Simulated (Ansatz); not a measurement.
**KTaSe3 (model cell, started as cubic perovskite with Ta in the octahedra): following an unstable mode**

Wanted: the energy along a soft mode of KTaSe3 (model cell, started as cubic perovskite with Ta in the octahedra) and the structure at the end.

Method: DFT LDA, scalar-relativistic, plane waves, PAW, in Ansatz 0.2.0.

This is a report of a sequence of runs, with most program output left out.

The structure was built from a prototype and need not be the compound's stable phase.

### Step 1. The structure

The structure is cubic, space group Pm-3m (No. 221). Conventional cell: a = 4.998 Å, b = 4.998 Å, c = 4.998 Å, α = 90.00°, β = 90.00°, γ = 90.00°. Nearest to K lie 12 Se at 3.53 Å. Ta has 6 Se at 2.50 Å nearest. Nearest to Se lie 2 Ta at 2.50 Å and 4 K at 3.53 Å. Farther neighbours and most contacts between anions are not listed.

### Step 2. Response at finite wavevector

The cell comes from relaxations at this level that are not shown. Stability and thermal properties need the whole zone. Linear response on a 2×2×2 q mesh gives force constants as far as a supercell of that size would.

Input file input.yaml:

```yaml
crystal:
  lattice:
    - [4.9979636076, 0.0, 0.0]
    - [0.0, 4.9979636076, 0.0]
    - [0.0, 0.0, 4.9979636076]
  atoms:
    - { symbol: K, position: [0.0, 0.0, 0.0] }
    - { symbol: Ta, position: [0.5, 0.5, 0.5] }
    - { symbol: Se, position: [0.5, 0.5, 0.0] }
    - { symbol: Se, position: [0.5, 0.0, 0.5] }
    - { symbol: Se, position: [0.0, 0.5, 0.5] }
kpoints:
  mp_grid: { grid: [6, 6, 6] }
hamiltonian:
  xc: lda
scf:
  occupations: { method: methfessel_paxton, width: 0.15 }
output:
  eigenvalues: true
phonons:
  method: dfpt
  qmesh: [2, 2, 2]
  temperatures: { t_max: 1000, t_step: 50 }
  qpath:
    path:
      - [[0.0, 0.0, 0.0], [0.0, 0.5, 0.0], [0.5, 0.5, 0.0], [0.0, 0.0, 0.0], [0.5, 0.5, 0.5], [0.0, 0.5, 0.0]]
      - [[0.5, 0.5, 0.5], [0.5, 0.5, 0.0]]
    npoints: 10
```

On the command line:

```
$ ansatz run input.yaml --threads 8 --pin off --max-ram 14336MiB --backend cpu --events-out ev --progress --plain --runs-dir out
```

Elapsed: 4.4 min, on 8 threads of Intel Xeon Platinum 8375C at 2.90GHz (Ice Lake), shared host; peak memory 1.4 GiB.

Numbers from this step:

| Property | Result |
| --- | --- |
| volume per atom | 24.97 Å³ |
| gap on the k-mesh | 0 eV |
| sum-rule residual before enforcement | 2.41e-5 eV/Å² |
| lowest frequency on the path | -50.89 cm⁻¹ |
| point group | m-3m |
| highest frequency on the path or at a solved wavevector | 303.6 cm⁻¹ |
| highest optical mode at the zone centre (no LO-TO term) | 232.3 cm⁻¹ |
| lowest optical zone-centre mode | 51.99 cm⁻¹ |
| lowest mode on the q mesh (acoustic modes at Γ apart) | -50.89 cm⁻¹ |

Frequencies (cm⁻¹) solved at each irreducible wavevector; negative means imaginary. Frequencies by wavevector, by row:

| q in reciprocal lattice units | star | mode 1 | mode 2 | mode 3 | mode 4 | mode 13 | mode 14 | mode 15 |
| --- | --- | --- | --- | --- | --- | --- | --- | --- |
| 0 0 0 | 1 | 0 | 0 | 0 | 52 | 232.3 | 232.3 | 232.3 |
| 0 0 -0.5 | 3 | 14.4 | 14.4 | 66.6 | 66.6 | 230.6 | 230.6 | 270.1 |
| 0 -0.5 -0.5 | 3 | -49.1 | -20.1 | 66.2 | 66.2 | 158.4 | 229.2 | 287.7 |
| -0.5 -0.5 -0.5 | 1 | -50.9 | -50.9 | -50.9 | 70.9 | 156 | 156 | 303.6 |

Interpolated from a 2×2×2 q mesh. Phonon branches along the path, in cm⁻¹:

| point | branch 1 | branch 2 | branch 3 | branch 4 | branch 12 | branch 13 | branch 14 | branch 15 |
| --- | --- | --- | --- | --- | --- | --- | --- | --- |
| Γ | 0 | 0 | 0 | 52 | 81 | 232 | 232 | 232 |
| halfway | 18 | 18 | 56 | 56 | 115 | 232 | 232 | 250 |
| X | 14 | 14 | 67 | 67 | 153 | 231 | 231 | 270 |
| halfway | -6 | 28 | 60 | 68 | 154 | 198 | 230 | 281 |
| M | -49 | -20 | 66 | 66 | 155 | 158 | 229 | 288 |
| halfway | 16 | 32 | 62 | 62 | 119 | 213 | 231 | 268 |
| Γ | 0 | 0 | 0 | 52 | 81 | 232 | 232 | 232 |
| halfway | 32 | 32 | 46 | 70 | 120 | 204 | 204 | 284 |
| R | -51 | -51 | -51 | 71 | 156 | 156 | 156 | 304 |
| halfway | 25 | 32 | 38 | 66 | 155 | 179 | 195 | 294 |
| X | 14 | 14 | 67 | 67 | 153 | 231 | 231 | 270 |
| jump to R | -51 | -51 | -51 | 71 | 156 | 156 | 156 | 304 |
| halfway | -50 | 29 | 29 | 70 | 155 | 155 | 177 | 300 |
| M | -49 | -20 | 66 | 66 | 155 | 158 | 229 | 288 |

Symmetry leaves 4 wavevectors to solve. The lowest mode among them, the acoustic zeros apart, lies at q = (-0.5, -0.5, -0.5) and is imaginary, 50.9i cm⁻¹, so the energy falls along it.

### Step 3. The mode frozen in, largest atomic shift 0 Å

The mode followed lies at q = (-0.5, -0.5, -0.5) with frequency 50.9i cm⁻¹ and is 3-fold degenerate, the softest among the wavevectors solved. At small amplitude the distorted cell has space group no. 140 by a symmetry search on the positions. The undistorted cell that holds it gives the zero of energy on the same k mesh.

System of this step: KTaSe3 (model cell, started as cubic perovskite with Ta in the octahedra). Symmetry: Pm-3m, No. 221, cubic system. The conventional cell has a = 4.998 Å, b = 4.998 Å, c = 4.998 Å, α = 90.00°, β = 90.00°, γ = 90.00°. Nearest to K lie 12 Se at 3.53 Å. Ta has 6 Se at 2.50 Å nearest. Nearest to Se lie 2 Ta at 2.50 Å and 4 K at 3.53 Å. Farther neighbours and most contacts between anions are not listed.

Input file input.yaml:

```yaml
crystal:
  lattice:
    - [4.9979636076, 4.9979636076, 0.0]
    - [4.9979636076, 0.0, 4.9979636076]
    - [4.9979636076, 0.0, -4.9979636076]
  atoms:
    - { symbol: K, position: [0.0, 0.0, 1.0] }
    - { symbol: K, position: [0.0, 0.5, 0.5] }
    - { symbol: Ta, position: [0.5, 0.25, 0.75] }
    - { symbol: Ta, position: [0.5, 0.75, 0.25] }
    - { symbol: Se, position: [0.5, 0.5, 0.5] }
    - { symbol: Se, position: [0.5, 0.0, 0.0] }
    - { symbol: Se, position: [0.0, 0.5, 0.0] }
    - { symbol: Se, position: [0.0, 0.0, 0.5] }
    - { symbol: Se, position: [0.5, 0.5, 0.0] }
    - { symbol: Se, position: [0.5, 0.0, 0.5] }
kpoints:
  mp_grid: { grid: [6, 6, 6] }
hamiltonian:
  xc: lda
scf:
  occupations: { method: methfessel_paxton, width: 0.15 }
output:
  forces: true
  stress: true
  eigenvalues: true
```

Run time: 7.3 s. Hardware: 8 threads; peak memory 1.3 GiB; 33 s of CPU time.

Numbers from this step:

```yaml
pressure: -0.07477 GPa
gap_on_the_k_mesh: 0.05209 eV
energy_from_the_undistorted_cell: 0 meV/atom
```

The run ends at a pressure of -0.07 GPa.

### Step 4. The mode frozen in, largest atomic shift 0.45 Å

The atoms are moved along the unstable eigenvector, the largest shift by 0.45 Å, with the cell fixed.

input.yaml, the sections that differ from step 3:

```yaml
crystal:
  lattice:
    - [4.9979636076, 4.9979636076, 0.0]
    - [4.9979636076, 0.0, 4.9979636076]
    - [4.9979636076, 0.0, -4.9979636076]
  atoms:
    - { symbol: K, position: [0.0, 0.0, 1.0] }
    - { symbol: K, position: [0.0, 0.5, 0.5] }
    - { symbol: Ta, position: [0.5, 0.25, 0.75] }
    - { symbol: Ta, position: [0.5, 0.75, 0.25] }
    - { symbol: Se, position: [0.5, 0.454981665, 0.454981665] }
    - { symbol: Se, position: [0.5, 0.045018335, 0.045018335] }
    - { symbol: Se, position: [0.0, 0.5, 0.0] }
    - { symbol: Se, position: [0.0, 0.0, 0.5] }
    - { symbol: Se, position: [0.5, 0.545018335, -0.045018335] }
    - { symbol: Se, position: [0.5, -0.045018335, 0.545018335] }
# kpoints, hamiltonian, scf, output: as in step 3
```

The job ended after 14 s (8 threads; peak memory 1.4 GiB).

Numbers from this step:

```
pressure                         : -1.400 GPa
gap on the k-mesh                : 0 eV
energy from the undistorted cell : -17.79 meV/atom
```

The energy, extrapolated to zero smearing, is -17.79 meV/atom against the undistorted cell.

The run ends at a pressure of -1.40 GPa, with forces up to 0.054 eV/Å.

### Step 5. Energy along the mode, all amplitudes (two of the runs are shown above)

An imaginary frequency means negative curvature, so the energy should fall and then rise again as anharmonic terms take over.

This step gave:

* depth at the lowest point sampled: 17.79 meV/atom
* largest atomic shift at that point: 0.45 Å

Energy from the parent against largest atomic shift:

| largest atomic shift (Å) | energy from the parent (meV/atom) |
| --- | --- |
| 0.000 | 0 |
| 0.040 | -0.144 |
| 0.080 | -0.592 |
| 0.140 | -1.92 |
| 0.220 | -5.34 |
| 0.320 | -11.9 |
| 0.450 | -17.8 |
| 0.600 | -14.5 |

Displacement at unit largest shift by atom:

| atom | x (Å) | y (Å) | z (Å) | size |
| --- | --- | --- | --- | --- |
| K1 | 0.00 | 0.00 | 0.00 | 0.00 |
| K2 | 0.00 | 0.00 | 0.00 | 0.00 |
| Ta3 | 0.00 | 0.00 | 0.00 | 0.00 |
| Ta4 | 0.00 | 0.00 | 0.00 | 0.00 |
| Se5 | -1.00 | 0.00 | 0.00 | 1.00 |
| Se6 | 1.00 | 0.00 | 0.00 | 1.00 |
| Se7 | 0.00 | 0.00 | 0.00 | 0.00 |
| Se8 | 0.00 | 0.00 | 0.00 | 0.00 |
| Se9 | 0.00 | 0.00 | 1.00 | 1.00 |
| Se10 | 0.00 | 0.00 | -1.00 | 1.00 |

The lowest of the steps tried is at 0.45 Å, 17.8 meV/atom below the parent; the bottom of the well need not coincide with a step.

### Step 6. Relaxing from the distorted cell

Starting from the lowest point found, all atoms and the cell are let go, so that strain and other modes of the same symmetry can join in.

input.yaml, as its differences from that of step 4:

```diff
@@ -26 +26,6 @@
   eigenvalues: true
+relax:
+  adjacent_minimum: "off"
+  f_tol: 0.002
+  max_steps: 120
+  cell: { stress_tol: 0.03 }
```

It took 1.7 min on 8 threads; peak memory 1.4 GiB.

Relaxation path:

| step | energy less that of the first step (eV) | largest force component (eV/Å) | pressure (GPa) | volume (Å³) |
| --- | --- | --- | --- | --- |
| 1 | 0.0000 | 0.0540 | -1.40 | 249.69 |
| 2 | -0.0884 | 0.1802 | 0.70 | 241.65 |
| 3 | -0.1699 | 0.0799 | 0.32 | 239.06 |
| 4 | -0.1935 | 0.0660 | -0.27 | 236.36 |
| 5 | -0.1955 | 0.0017 | 0.16 | 235.08 |
| 6 | -0.1961 | 0.0168 | -0.01 | 236.47 |
| 7 | -0.1965 | 0.0010 | 0.00 | 236.05 |
| 8* | -0.1949 | 0.0010 | 0.00 | 236.05 |

Relaxation steps marked * repeat the geometry before them on a plane-wave basis chosen anew for their cell, so energy and pressure can jump there.

The run keeps the 16 symmetry operations that it works with, so distortions that break them were not tested.

| conventional cell, symmetrised | before | after | change |
| --- | --- | --- | --- |
| a (Å) | 7.068 | 6.756 | -4.4 % |
| b (Å) | 7.068 | 6.756 | -4.4 % |
| c (Å) | 9.996 | 10.342 | +3.5 % |
| volume (Å³/atom) | 24.97 | 23.60 | -5.5 % |

The atoms that moved most (Å, as changes of fractional coordinates times the final cell):

| atom | dx | dy | dz | length |
| --- | --- | --- | --- | --- |
| Se5 | -0.317 | 0.000 | 0.000 | 0.317 |
| Se10 | 0.000 | 0.000 | -0.317 | 0.317 |
| Se6 | 0.317 | 0.000 | 0.000 | 0.317 |
| Se9 | 0.000 | 0.000 | 0.317 | 0.317 |

Numbers from this step:

- pressure: -0.003296 GPa
- volume per atom: 23.60 Å³

The distorted start has space group I4/mcm; the relaxation ends in I4/mcm.

### Step 7. Modes of the new phase

A relaxed structure may still be a saddle point, so its zone-centre modes are computed. No field response is asked, since the mesh shows no gap.

Input file input.yaml:

```yaml
crystal:
  lattice:
    - [4.7773988983, 5.1710949812, 0.0]
    - [4.7773988983, 0.0, 4.7773988983]
    - [4.7773988983, 0.0, -4.7773988983]
  atoms:
    - { symbol: K, position: [0.0, 0.0, 1.0] }
    - { symbol: K, position: [0.0, 0.5, 0.5] }
    - { symbol: Ta, position: [0.5, 0.25, 0.75] }
    - { symbol: Ta, position: [0.5, 0.75, 0.25] }
    - { symbol: Se, position: [0.5, 0.421846027, 0.421846027] }
    - { symbol: Se, position: [0.5, 0.078153973, 0.078153973] }
    - { symbol: Se, position: [0.0, 0.5, 0.0] }
    - { symbol: Se, position: [0.0, 0.0, 0.5] }
    - { symbol: Se, position: [0.5, 0.578153973, -0.078153973] }
    - { symbol: Se, position: [0.5, -0.078153973, 0.578153973] }
kpoints:
  mp_grid: { grid: [6, 6, 6] }
hamiltonian:
  xc: lda
scf:
  occupations: { method: methfessel_paxton, width: 0.15 }
output:
  eigenvalues: true
phonons:
  method: dfpt
```

It took 12 min on 8 threads; peak memory 6.4 GiB.

This step gave:

* sum-rule residual before enforcement: 1.63e-4 eV/Å²
* point group: 4/mmm
* highest optical mode at the zone centre (no LO-TO term): 281.3 cm⁻¹
* lowest optical zone-centre mode: -97.36 cm⁻¹

Patterns of degenerate modes are one choice out of their space. Modes at Γ, with each element's share of the kinetic energy (negative means imaginary):

| mode | frequency (cm⁻¹) | symmetry | K % | Ta % | Se % |
| --- | --- | --- | --- | --- | --- |
| 1 | -97.4 | A2u | 5 | 60 | 34 |
| 2 | 0.0 | acoustic | 9 | 40 | 52 |
| 3 | 0.0 | acoustic | 9 | 40 | 52 |
| 4 | 0.0 | acoustic | 9 | 40 | 52 |
| 5 | 49.3 | Eu | 15 | 53 | 32 |
| 6 | 49.3 | Eu | 15 | 53 | 32 |
| 7 | 60.9 | Eg | 2 | 0 | 98 |
| 8 | 60.9 | Eg | 2 | 0 | 98 |
| 9 | 74.5 | A2g | 0 | 0 | 100 |
| 10 | 80.3 | Eg | 71 | 0 | 29 |
| 11 | 80.3 | Eg | 71 | 0 | 29 |
| 12 | 92.6 | Eu | 1 | 8 | 91 |
| 13 | 92.6 | Eu | 1 | 8 | 91 |
| 14 | 104.8 | A1g | 0 | 0 | 100 |
| 15 | 109.5 | B2g | 21 | 0 | 79 |
| 16 | 110.4 | Eu | 74 | 6 | 20 |
| 17 | 110.4 | Eu | 74 | 6 | 20 |
| 18 | 112.9 | B1u | 0 | 0 | 100 |
| 19 | 119.7 | A1u | 0 | 100 | 0 |
| 20 | 156.6 | Eg | 26 | 0 | 74 |
| 21 | 156.6 | Eg | 26 | 0 | 74 |
| 22 | 166.5 | A2u | 25 | 0 | 75 |
| 23 | 173.3 | Eu | 0 | 87 | 12 |
| 24 | 173.3 | Eu | 0 | 87 | 12 |
| 25 | 195.3 | Eu | 1 | 6 | 93 |
| 26 | 195.3 | Eu | 1 | 6 | 93 |
| 27 | 197.2 | B2g | 79 | 0 | 21 |
| 28 | 211.1 | A2u | 61 | 0 | 39 |
| 29 | 213.0 | B1g | 0 | 0 | 100 |
| 30 | 281.3 | A2g | 0 | 0 | 100 |

Displacements in mode 1 (-97.4 cm⁻¹), the largest set to 1:
```
K1   0.00 -0.65  0.00
K2   0.00 -0.65  0.00
Ta3  0.00  1.00  0.00
Ta4  0.00  1.00  0.00
Se5  0.00 -0.70  0.00
Se6  0.00 -0.70  0.00
Se7  0.00 -0.57  0.00
Se8  0.00 -0.57  0.00
Se9  0.00 -0.70  0.00
Se10 0.00 -0.70  0.00
```

Displacements in mode 5 (49.3 cm⁻¹), the largest set to 1:
```
K1  -0.06  0.00 -1.00
K2  -0.06  0.00 -1.00
Ta3 -0.32  0.00  0.81
Ta4  0.41  0.00  0.76
Se5 -0.02  0.00  0.01
Se6 -0.02  0.00  0.01
Se7 -0.05  0.00 -0.95
Se8 -0.05  0.00 -0.95
Se9  0.00  0.00 -0.36
Se10 0.00  0.00 -0.36
```

Before it was imposed, the acoustic sum rule was missed by 1.6e-4 eV/Å². Small misses are needed for a sound result but don't prove that mesh and cutoff are converged. The lowest optical mode is imaginary, 97.4i cm⁻¹, so the energy falls along it.

### Step 8. Summary of results

- unstable mode of the parent: q = (-0.5, -0.5, -0.5), 51i cm⁻¹
- depth at the lowest point sampled: 17.8 meV/atom
- largest atomic shift at that point: 0.45 Å
- space group reached (within 0.01 Å): I4/mcm
- energy gained over the parent (first relaxation, on the mesh of the frozen mode): 37.6 meV/atom
- volume per atom, phase reached: 23.6 Å³
- lowest optical zone-centre mode, phase reached: -97.4 cm⁻¹
- highest optical mode at the zone centre (no LO-TO term), phase reached: 281 cm⁻¹

**Reading.** Along this mode the structure falls into I4/mcm, 37.6 meV/atom below the parent. At the parent's cell the well is 17.79 meV/atom deep on the steps tried, with its lowest point at a shift of 0.45 Å. Relaxing atoms and cell changes the gain by +19.83 meV/atom against the lowest step (energies at zero smearing). The new phase still has an imaginary mode at the zone centre of its cell, so it is a saddle point on the way to a lower structure. Of the 5 patterns followed to their end from this parent, this one reaches the lowest energy. Each path keeps the symmetry of its pattern, so a lower phase may lie along a pattern not tried. With no gap, or one that is small against the smearing, the frequencies hang on the k mesh and the smearing, most of all near Kohn anomalies. A semilocal functional can close a gap that the real compound would have, so the metallic treatment may be an artefact of the level. Spin-orbit coupling is left out, which can matter for the heavy elements here. The starting cell was built on a prototype and not taken from a measurement, so the phase need not exist.

[Logs are printed without paths, hosts, clocks, repeated set-up lines and the standing remarks that a program may print on its own settings, such as how far it seeks lower states.]

[Hosts, paths, dates, database ids (printed as entryN), source tags and the programs' standing remarks are cut or masked in the printed files.]
